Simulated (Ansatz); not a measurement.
# Amorphous Si0.8Ge0.2 (114 atoms) under strain: runs compared

Aim: relax amorphous Si0.8Ge0.2 (114 atoms), then change its volume and shape to read moduli from the stress.

Computed with Ansatz 0.2.0: Kohn-Sham DFT, PBE, PAW (set soft_2), plane waves.

### 1. The cell

The cell holds 114 atoms: 91 Si and 23 Ge. Its edges and angles: a = 13.435 Å, b = 13.435 Å, c = 13.435 Å, α = 90.0°, β = 90.0°, γ = 90.0°. 114 atoms (91 Si, 23 Ge) placed at random at 2.89 g/cm³, melted at 3500 K for 10 ps at fixed volume with the Tersoff potential (Tersoff, Phys. Rev. B 39, 5566 (1989)). Quenched from 3100 K to 500 K at 50 K/ps and fixed volume, held 5 ps, then minimised at fixed cell.

What the set-up can't give: The quench rate of 50 K/ps far exceeds what a furnace or splat quench reaches, so expect more defects and frozen-in strain than in a real sample. The starting topology of bonds comes from the classical model, and needn't be the one that DFT or experiment would give. Only the Γ point is sampled.

### 2. The reference run

The reference is a single point at the end of the relaxation.

Every strained cell starts from the geometry of this run, and its atoms are relaxed with the cell held.

Its input, with most atom lines left out:

```yaml
crystal:
  lattice:
    - [13.38811, -0.44582, -0.23262]
    - [-0.44582, 13.3598, 0.27892]
    - [-0.23262, 0.27892, 13.2914]
  atoms:
    - { symbol: Si, position: [0.79797, 0.74366, 0.64621] }
    - { symbol: Si, position: [0.6179, 0.01415, 0.15727] }
    - { symbol: Si, position: [0.85319, 0.85258, 0.7837] }
    - { symbol: Si, position: [0.79159, 0.48166, 0.50779] }
    - { symbol: Si, position: [0.46814, 0.65631, 0.58538] }
    - { symbol: Si, position: [0.27895, 0.3644, 0.18666] }
    - { symbol: Si, position: [0.79049, 0.34048, 0.24149] }
    [... atom lines 8 to 114 left out ...]
kpoints:
  mp_grid: { grid: [1, 1, 1] }
hamiltonian:
  xc: pbe
scf:
  occupations: { method: gaussian, width: 0.05 }
output:
  forces: true
  stress: true
  populations: true
  dos:
    method: { smearing: { sigma: 0.1 } }
    de: 0.1
    projected: { site_lists: { Ge: [Ge], Si: [Si] } }
  eigenvalues: true
  write_density: true
  write_potential: true
  volumetric_format: npy
  elf: true
```

| Item | Value |
| --- | --- |
| free energy per atom | -1373.8126 eV/atom |
| r.m.s. force component | 0.0063 eV/Å |
| pressure | -0.003167 GPa |

Filled and empty levels are parted by 0.244 eV (at Γ alone); a semilocal functional tends to put such gaps too low. In a disordered cell it changes from sample to sample, and tail or defect levels can set it.

### 3. The runs

Each row is one run, on 8 threads of Arm Neoverse V1, shared host. The free energy is the program's total, comparable only between runs with the same functional and atoms.

```
                                 run  atoms    outcome  relaxation steps  free energy (eV)     time  host memory (GiB)
           Single point at the start    114  converged                 -       -156609.332     18 s                3.2
              Cell and atoms relaxed    114  converged                33       -156614.635  8.5 min                3.2
Single point at the relaxed geometry    114  converged                 -       -156614.635     31 s                3.2
                         Volume -3 %    114  converged                 3       -156614.171     58 s                3.1
                         Volume +3 %    114  converged                 3       -156614.211     65 s                3.3
                         Volume -6 %    114  converged                 5       -156612.714     95 s                3.1
                         Volume +6 %    114  converged                 4       -156613.030     87 s                3.4
                        Volume -10 %    114  converged                21       -156610.267    6 min                3.0
            Stretched by 1 % along x    114  converged                 2       -156614.539     43 s                3.2
           Compressed by 1 % along x    114  converged                 3       -156614.554     65 s                3.2
                Sheared by 2 % in xy    114  converged                 3       -156614.533     68 s                3.2
```

In some runs the program notes that the SCF threshold is loose for the stress.

### 4. Pressure against volume

Atoms are relaxed at each volume, in the scaled cell.

```
volume change (%)  volume (Å³/atom)  energy change (meV/atom)  pressure (GPa)  largest move on relaxing (Å)  bonds  gap (eV)
              -10            18.734                     38.31            6.70                          1.56    238               0.239
               -6            19.567                     16.84            4.46                          0.16    234               0.259
               -3            20.191                      4.07            2.16                          0.05    233               0.254
               +0            20.816                      0.00            0.00                             -    233               0.244
               +3            21.440                      3.71           -1.86                          0.05    232               0.236
               +6            22.065                     14.08           -3.42                          0.11    231               0.199
```

### 5. Uniaxial strain and shear

Stress (GPa, compression positive) less that of the relaxed cell, atoms relaxed:

| strain | xx | yy | zz | xy | energy change (meV/atom) |
| --- | --- | --- | --- | --- | --- |
| stretched by 1 % along x | -1.310 | -0.360 | -0.369 | 0.044 | 0.84 |
| compressed by 1 % along x | 1.198 | 0.425 | 0.411 | -0.048 | 0.71 |
| sheared by 2 % in xy | 0.094 | 0.047 | -0.030 | -0.681 | 0.89 |

### 6. Findings

The bulk modulus, from the slope of pressure against ln V over the three points nearest the relaxed volume, is 67.0 GPa; between neighbouring points the slope runs 52, 73, 71, 63 and 54 GPa from the smallest volume up, not steadily, so no pressure derivative is given, and the cell yields more easily under -6 %. The count of bonds runs from 231 to 238 over the series, so at some points contacts cross the cutoffs. At -10 % some atom moved by over 0.5 Å on relaxing, so those points may sit in another local minimum. The gap stays between 0.199 and 0.259 eV with no steady trend. In the Cartesian axes of the cell, finite differences give C11 = 125, C12 = 39.2, C13 = 39.0 and C66 = 34.0 GPa (the shear of 2 % is the engineering strain, εxy = 0.01). The mean of C11, C12 and C13, which equals the bulk modulus in a cubic or isotropic solid, is 67.9 GPa: it agrees with the bulk modulus within 10 %. For an isotropic solid C66 would equal (C11 − C12)/2 = 43.1 GPa; so small a sample needn't be isotropic, and C66 rests on one shear. With the bulk modulus and C66 as K and G, Young's modulus would be about 87 GPa and Poisson's ratio 0.28.

Caveats: Strains are finite and relaxations stop at the force tolerance of the input, which can leave moduli too stiff; they are those of a static cell at zero temperature. Volumes are changed with the cell's shape held, so in an anisotropic solid the modulus lies over the one under free hydrostatic load. The program notes that the SCF threshold of the relaxations is loose for the stress.

The DFT runs together took 23 min of wall time.

[Long decimals in the printed logs are rounded to 6 places.]

[Logs are printed without paths, hosts, clocks, repeated set-up lines and the standing remarks that a program may print on its own settings, such as how far it seeks lower states.]

[Hosts, paths, dates, database ids (printed as entryN), source tags and the programs' standing remarks are cut or masked in the printed files.]
